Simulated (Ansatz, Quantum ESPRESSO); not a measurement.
## MgI2 (P-3m1): Raman and infrared activity

Wanted: vibrational spectra of MgI2 (P-3m1) from linear and non-linear response.

Calculated with Quantum ESPRESSO 8.0 development, patched; DFT LDA, scalar-relativistic, plane waves, PseudoDojo norm-conserving pseudopotentials.

The database entry behind the starting cell has ideal inner coordinates that were not refined, so it need not match the best structure at ambient conditions.

## 1. Starting point

The structure is trigonal, space group P-3m1 (No. 164). Conventional cell: a = 4.140 Å, b = 4.140 Å, c = 6.880 Å, α = 90.00°, β = 90.00°, γ = 120.00°. Nearest to Mg lie 6 I at 2.94 Å. Nearest to I lie 3 Mg at 2.94 Å. Farther neighbours and most contacts between anions are not listed.

Coordinates:

```cif
data_structure
_symmetry_space_group_name_H-M 'P 1'
_symmetry_Int_Tables_number 1
_cell_length_a 4.1400
_cell_length_b 4.1400
_cell_length_c 6.8800
_cell_angle_alpha 90.000
_cell_angle_beta 90.000
_cell_angle_gamma 120.000
_cell_volume 102.12
loop_
_atom_site_label
_atom_site_type_symbol
_atom_site_fract_x
_atom_site_fract_y
_atom_site_fract_z
_atom_site_occupancy
Mg1 Mg 0.00000 0.00000 0.00000 1
I2 I 0.33333 0.66667 0.25000 1
I3 I 0.66667 0.33333 0.75000 1
```

## 2. A first look

A cheap run with smearing and empty bands tells whether the crystal has a gap, which decides between fixed occupations and smearing later on.

The input, probe.in:

```
&CONTROL
  calculation = 'scf'
  prefix      = 'x'
  outdir      = './tmp'
  pseudo_dir  = './pseudo'
  tprnfor     = .true.
  tstress     = .true.
  verbosity   = 'high'
/
&SYSTEM
  ibrav       = 0
  nat         = 3
  ntyp        = 2
  ecutwfc     = 76.0
  occupations = 'smearing'
  smearing    = 'gaussian'
  degauss     = 0.01
/
&ELECTRONS
  conv_thr         = 1.0d-07
  mixing_beta      = 0.7
  electron_maxstep = 100
/
ATOMIC_SPECIES
 Mg     24.3050  Mg.upf
 I     126.9045  I.upf
CELL_PARAMETERS angstrom
     4.140000000    0.000000000    0.000000000
    -2.070000000    3.585345170    0.000000000
     0.000000000    0.000000000    6.880000000
ATOMIC_POSITIONS crystal
 Mg     0.000000000   0.000000000   0.000000000
 I      0.333333330   0.666666670   0.250000000
 I      0.666666670   0.333333330   0.750000000
K_POINTS automatic
 6 6 4 0 0 0
```

Launch:

```console
> OMP_NUM_THREADS=1 mpirun -n 8 pw.x -nk 8 -in probe.in > probe.out
```

Output:

```text
[banners, grids, parts of the stress and lines that vanish by symmetry left out]
Program PWSCF v.8.0dev
     Message from routine setup:
     using ibrav=0 with symmetry is DISCOURAGED, use correct ibrav instead
[...]
kinetic-energy cutoff     =      76.0000  Ry
     charge density cutoff     =     304.0000  Ry
     scf convergence threshold =      1.0E-07
[...]
Exchange-correlation= SLA-PW-NOGX-NOGC
                           (   1   4   0   0   0   0   0)
[...]
12 Sym. Ops., with inversion, found
[...]
(     0          1          0      )
                  (     0          0          1      )
[...]
(  0.0000000  1.0000000  0.0000000 )
                  (  0.0000000  0.0000000  1.0000000 )
[...]
(    -1         -1          0      )
                  (     0          0         -1      )
[...]
(  0.0000000  0.0000000  1.0000000 )
[...]
number of k points=    24  Gaussian smearing, width (Ry)=  0.0100
[...]
c_bands: 1 eigenvalues not converged on the other pools
[...]
c_bands: 1 eigenvalues not converged on the other pools
[...]
End of self-consistent calculation
[...]
the Fermi energy is     4.0758 ev
!    total energy              =    -170.85153711 Ry
[...]
convergence has been achieved in   6 iterations
[...]
atom    1 type  1   force =     0.00000000    0.00000000    0.00000000
     atom    2 type  2   force =    -0.00000000   -0.00000000   -0.01431009
     atom    3 type  2   force =    -0.00000000   -0.00000000    0.01431009
[...]
Total force =     0.020238     Total SCF correction =     0.000471
[...]
total   stress  (Ry/bohr**3)                   (kbar)     P=      -21.45
[...]
XML data file, charge density, pseudopotentials, collected wavefunctions

   JOB DONE.
```

Elapsed: 5.5 s, on 8 MPI ranks of Arm Neoverse V2, shared host.

Numbers from this step:

* volume per atom: 34.04 Å³
* pressure: -2.145 GPa
* gap on the k-mesh: 3.331 eV

A gap of 3.3 eV opens on this mesh, so the crystal is taken as an insulator; the start stands at -2.1 GPa.

## 3. Relaxing the cell and atoms

The harmonic expansion starts where the forces on the atoms vanish, and stress shifts the frequencies, so cell and atoms are relaxed with tight thresholds.

The input, relax.in:

```
&CONTROL
  calculation   = 'vc-relax'
  prefix        = 'x'
  outdir        = './tmp'
  pseudo_dir    = './pseudo'
  tprnfor       = .true.
  tstress       = .true.
  forc_conv_thr = 2.0d-05
  etot_conv_thr = 1.0d-07
  nstep         = 40
/
&SYSTEM
  ibrav       = 0
  nat         = 3
  ntyp        = 2
  ecutwfc     = 76.0
  occupations = 'fixed'
  nbnd        = 14
/
&ELECTRONS
  conv_thr         = 1.0d-11
  mixing_beta      = 0.7
  electron_maxstep = 100
/
&IONS
/
&CELL
  press_conv_thr = 0.2
/
ATOMIC_SPECIES
 Mg     24.3050  Mg.upf
 I     126.9045  I.upf
CELL_PARAMETERS angstrom
     4.140000000    0.000000000    0.000000000
    -2.070000000    3.585345170    0.000000000
     0.000000000    0.000000000    6.880000000
ATOMIC_POSITIONS crystal
 Mg     0.000000000   0.000000000   0.000000000
 I      0.333333330   0.666666670   0.250000000
 I      0.666666670   0.333333330   0.750000000
K_POINTS automatic
 6 6 4 0 0 0
```

Launch:

```console
> OMP_NUM_THREADS=1 mpirun -n 8 pw.x -nk 8 -in relax.in > relax.out
```

Output:

```text
[banners, grids, parts of the stress and lines that vanish by symmetry left out]
[banner, memory and clock lines left out]
Program PWSCF v.8.0dev

[...]
kinetic-energy cutoff     =      76.0000  Ry
     charge density cutoff     =     304.0000  Ry
     scf convergence threshold =      1.0E-11
[...]
energy convergence thresh.=      1.0E-07
     force convergence thresh. =      2.0E-05
     press convergence thresh. =      2.0E-01
     Exchange-correlation= SLA-PW-NOGX-NOGC
                           (   1   4   0   0   0   0   0)
[...]
12 Sym. Ops., with inversion, found
[...]
number of k points=    24
[...]
End of self-consistent calculation
[...]
highest occupied, lowest unoccupied level (ev):     3.1019    6.4331
!    total energy              =    -170.85153710 Ry
[...]
convergence has been achieved in  10 iterations
[...]
atom    1 type  1   force =     0.00000000    0.00000000    0.00000000
     atom    2 type  2   force =     0.00000000    0.00000000   -0.01427201
     atom    3 type  2   force =     0.00000000    0.00000000    0.01427201
     Total force =     0.020184     Total SCF correction =     0.000003
[...]
total   stress  (Ry/bohr**3)                   (kbar)     P=      -21.33
[...]
number of bfgs steps    =   0
[...]
CELL_PARAMETERS (angstrom)
[...]
ATOMIC_POSITIONS (crystal)
Mg               0.0000000000        0.0000000000        0.0000000000
I                0.3333333300        0.6666666700        0.2489022640
I                0.6666666700        0.3333333300        0.7510977360
[...]
New effective cutoffs (rho, wfc):  306.37   76.64
[...]
End of self-consistent calculation
[...]
highest occupied, lowest unoccupied level (ev):     3.2036    6.5721
!    total energy              =    -170.85289106 Ry
[...]
convergence has been achieved in   7 iterations
[...]
atom    1 type  1   force =    -0.00000000    0.00000000    0.00000000
     atom    2 type  2   force =    -0.00000000   -0.00000000   -0.01103609
     atom    3 type  2   force =     0.00000000    0.00000000    0.01103609
     Total force =     0.015607     Total SCF correction =     0.000008
[...]
total   stress  (Ry/bohr**3)                   (kbar)     P=      -17.12
[...]
number of bfgs steps    =   1
[...]
CELL_PARAMETERS (angstrom)
[...]
ATOMIC_POSITIONS (crystal)
Mg              -0.0000000000        0.0000000000        0.0000000000
[...]
New effective cutoffs (rho, wfc):  310.15   77.63
[...]
End of self-consistent calculation
[...]
highest occupied, lowest unoccupied level (ev):     3.3830    6.7688
!    total energy              =    -170.85430410 Ry
[...]
convergence has been achieved in   7 iterations
[...]
atom    1 type  1   force =    -0.00000000    0.00000000    0.00000000
     atom    2 type  2   force =    -0.00000000   -0.00000000   -0.00595279
     atom    3 type  2   force =     0.00000000   -0.00000000    0.00595279
     Total force =     0.008419     Total SCF correction =     0.000007
[...]
total   stress  (Ry/bohr**3)                   (kbar)     P=      -10.43
[...]
number of bfgs steps    =   2
[...]
CELL_PARAMETERS (angstrom)
[...]
ATOMIC_POSITIONS (crystal)
[...]
New effective cutoffs (rho, wfc):  316.03   79.11
[...]
Total force =     0.000336     Total SCF correction =     0.000000
[...]
total   stress  (Ry/bohr**3)                   (kbar)     P=        0.55
[...]
number of bfgs steps    =  12
[...]
highest occupied, lowest unoccupied level (ev):     3.8140    7.1572
!    total energy              =    -170.85508427 Ry
[...]
convergence has been achieved in   6 iterations
[...]
Total force =     0.000386     Total SCF correction =     0.000003
[...]
total   stress  (Ry/bohr**3)                   (kbar)     P=        0.38
[...]
number of bfgs steps    =  13
[...]
highest occupied, lowest unoccupied level (ev):     3.8132    7.1520
!    total energy              =    -170.85508528 Ry
[...]
convergence has been achieved in   6 iterations
[...]
Total force =     0.000183     Total SCF correction =     0.000002
[...]
total   stress  (Ry/bohr**3)                   (kbar)     P=        0.12
[...]
number of bfgs steps    =  14
[...]
New effective cutoffs (rho, wfc):  322.26   80.66
[...]
highest occupied, lowest unoccupied level (ev):     3.8119    7.1503
!    total energy              =    -170.85508542 Ry
[...]
convergence has been achieved in   6 iterations
[...]
atom    2 type  2   force =     0.00000000    0.00000000    0.00002224
     atom    3 type  2   force =    -0.00000000   -0.00000000   -0.00002224
     Total force =     0.000031     Total SCF correction =     0.000000
[...]
total   stress  (Ry/bohr**3)                   (kbar)     P=        0.01
[...]
number of bfgs steps    =  15
[...]
CELL_PARAMETERS (angstrom)
[...]
ATOMIC_POSITIONS (crystal)
[...]
New effective cutoffs (rho, wfc):  322.24   80.66
[...]
End of self-consistent calculation
[...]
highest occupied, lowest unoccupied level (ev):     3.8116    7.1502
!    total energy              =    -170.85508543 Ry
[...]
convergence has been achieved in   5 iterations
[...]
atom    1 type  1   force =     0.00000000   -0.00000000   -0.00000000
     atom    2 type  2   force =     0.00000000    0.00000000    0.00000098
     atom    3 type  2   force =    -0.00000000    0.00000000   -0.00000098
     Total force =     0.000001     Total SCF correction =     0.000001
[...]
total   stress  (Ry/bohr**3)                   (kbar)     P=       -0.00
[...]
bfgs converged in  17 scf cycles and  16 bfgs steps
[...]
End of BFGS Geometry Optimization
     Final enthalpy           =    -170.8550854298 Ry
     File ./tmp/x.bfgs deleted, as requested
[...]
CELL_PARAMETERS (angstrom)
[...]
ATOMIC_POSITIONS (crystal)
[...]
I                0.3333333300        0.6666666700        0.2482909091
I                0.6666666700        0.3333333300        0.7517090909
[...]
Final scf calculation at the relaxed structure.
[...]
kinetic-energy cutoff     =      76.0000  Ry
     charge density cutoff     =     304.0000  Ry
     scf convergence threshold =      1.1E-13
[...]
press convergence thresh. =      2.0E-01
     Exchange-correlation= SLA-PW-NOGX-NOGC
                           (   1   4   0   0   0   0   0)
[...]
12 Sym. Ops., with inversion, found
[...]
number of k points=    24
[...]
End of self-consistent calculation
[...]
highest occupied, lowest unoccupied level (ev):     3.8117    7.1501
!    total energy              =    -170.85476319 Ry
[...]
convergence has been achieved in  13 iterations
[...]
atom    1 type  1   force =     0.00000000    0.00000000    0.00000000
     atom    2 type  2   force =     0.00000000    0.00000000    0.00000972
     atom    3 type  2   force =    -0.00000000   -0.00000000   -0.00000972
     Total force =     0.000014     Total SCF correction =     0.000001
[...]
total   stress  (Ry/bohr**3)                   (kbar)     P=       -1.23
[...]
XML data file, charge density, pseudopotentials, collected wavefunctions
```

The job ended after 70 s (8 MPI ranks).

The steps of the relaxation:

```tsv
step	energy less that of the first step (eV)	largest force (eV/Å)	pressure (GPa)	volume (Å³)
1	0.0000	0.3669	-2.13	102.12
2	-0.0184	0.2837	-1.71	101.02
3	-0.0376	0.1531	-1.04	99.37
4	-0.0472	0.0465	0.00	97.03
5	-0.0473	0.0322	-0.06	97.14
6	-0.0474	0.0215	-0.10	97.14
7	-0.0476	0.0105	-0.11	97.05
8	-0.0478	0.0012	-0.11	96.84
9	-0.0480	0.0116	-0.07	96.45
10	-0.0481	0.0116	-0.01	96.16
11	-0.0482	0.0068	0.02	96.07
12	-0.0482	0.0008	0.05	96.01
13	-0.0482	0.0061	0.06	96.00
14	-0.0483	0.0070	0.04	96.03
15	-0.0483	0.0033	0.01	96.07
16	-0.0483	0.0006	0.00	96.09
17	-0.0483	0.0000	0.00	96.09
18	-0.0439	0.0002	-0.12	96.09
```

```tsv
conventional cell, symmetrised	before	after	change
a (Å)	4.140	4.076	-1.5 %
b (Å)	4.140	4.076	-1.5 %
c (Å)	6.880	6.677	-2.9 %
volume (Å³/atom)	34.04	32.03	-5.9 %
```

The atoms that moved most (Å, as changes of fractional coordinates times the final cell):

```tsv
atom	dx	dy	dz	length
I3	0.000	0.000	0.011	0.011
I2	0.000	0.000	-0.011	0.011
```

The relaxed structure:

```
CELL_PARAMETERS angstrom
4.07632 0.00000 0.00000
-2.03816 3.53019 0.00000
0.00000 0.00000 6.67719
ATOMIC_POSITIONS crystal
Mg 0.00000 0.00000 0.00000
I 0.33333 0.66667 0.24829
I 0.66667 0.33333 0.75171
```

The last row of the table of steps is pw.x's closing run on a basis chosen anew for the final cell, so its energy can jump.

Read from the output:

```yaml
volume_per_atom: 32.03 Å³
pressure: -0.1227 GPa
gap_on_the_k_mesh: 3.338 eV
```

The volume changes by -5.9 % from the cell with which this run began.

## 4. Ground state

Perturbation theory inherits every error of the wavefunctions, so the threshold is set near the limit of the arithmetic. With a gap, occupations are fixed, which also allows the response to an electric field.

The input, scf.in:

```
&CONTROL
  calculation = 'scf'
  prefix      = 'x'
  outdir      = './tmp'
  pseudo_dir  = './pseudo'
  tprnfor     = .true.
  tstress     = .true.
/
&SYSTEM
  ibrav       = 0
  nat         = 3
  ntyp        = 2
  ecutwfc     = 76.0
  occupations = 'fixed'
  nbnd        = 14
/
&ELECTRONS
  conv_thr         = 1.0d-12
  mixing_beta      = 0.7
  electron_maxstep = 100
/
ATOMIC_SPECIES
 Mg     24.3050  Mg.upf
 I     126.9045  I.upf
CELL_PARAMETERS angstrom
     4.076317429    0.000000000    0.000000000
    -2.038158714    3.530194447    0.000000000
     0.000000000    0.000000000    6.677191358
ATOMIC_POSITIONS crystal
 Mg     0.000000000   0.000000000   0.000000000
 I      0.333333333   0.666666667   0.248290909
 I      0.666666667   0.333333333   0.751709091
K_POINTS automatic
 6 6 4 0 0 0
```

Launch:

```console
> OMP_NUM_THREADS=1 mpirun -n 8 pw.x -nk 8 -in scf.in > scf.out
```

Output:

```text
[banners, grids, parts of the stress and lines that vanish by symmetry left out]
[banner, memory and clock lines left out]
Program PWSCF v.8.0dev

[...]
kinetic-energy cutoff     =      76.0000  Ry
     charge density cutoff     =     304.0000  Ry
     scf convergence threshold =      1.0E-12
[...]
Exchange-correlation= SLA-PW-NOGX-NOGC
                           (   1   4   0   0   0   0   0)
[...]
12 Sym. Ops., with inversion, found
[...]
number of k points=    24
[...]
End of self-consistent calculation
[...]
highest occupied, lowest unoccupied level (ev):     3.8117    7.1501
!    total energy              =    -170.85476321 Ry
[...]
convergence has been achieved in  12 iterations
[...]
atom    1 type  1   force =     0.00000000    0.00000000    0.00000000
     atom    2 type  2   force =    -0.00000000    0.00000000    0.00000974
     atom    3 type  2   force =     0.00000000   -0.00000000   -0.00000974
     Total force =     0.000014     Total SCF correction =     0.000001
[...]
total   stress  (Ry/bohr**3)                   (kbar)     P=       -1.23
[...]
XML data file, charge density, pseudopotentials, collected wavefunctions
```

Run time: 7.2 s. Hardware: 8 MPI ranks; 56 s of CPU time.

Numbers from this step:

```
pressure : -0.1223 GPa
```

The cell stands at -0.12 GPa, close enough for phonons.

(Continued in part 2 of 3.)

[Host names and launcher messages were left out of these logs when they were recorded.]

[Logs are printed without paths, hosts, clocks, repeated set-up lines and the standing remarks that a program may print on its own settings, such as how far it seeks lower states.]

[Hosts, paths, dates, database ids (printed as entryN), source tags and the programs' standing remarks are cut or masked in the printed files.]
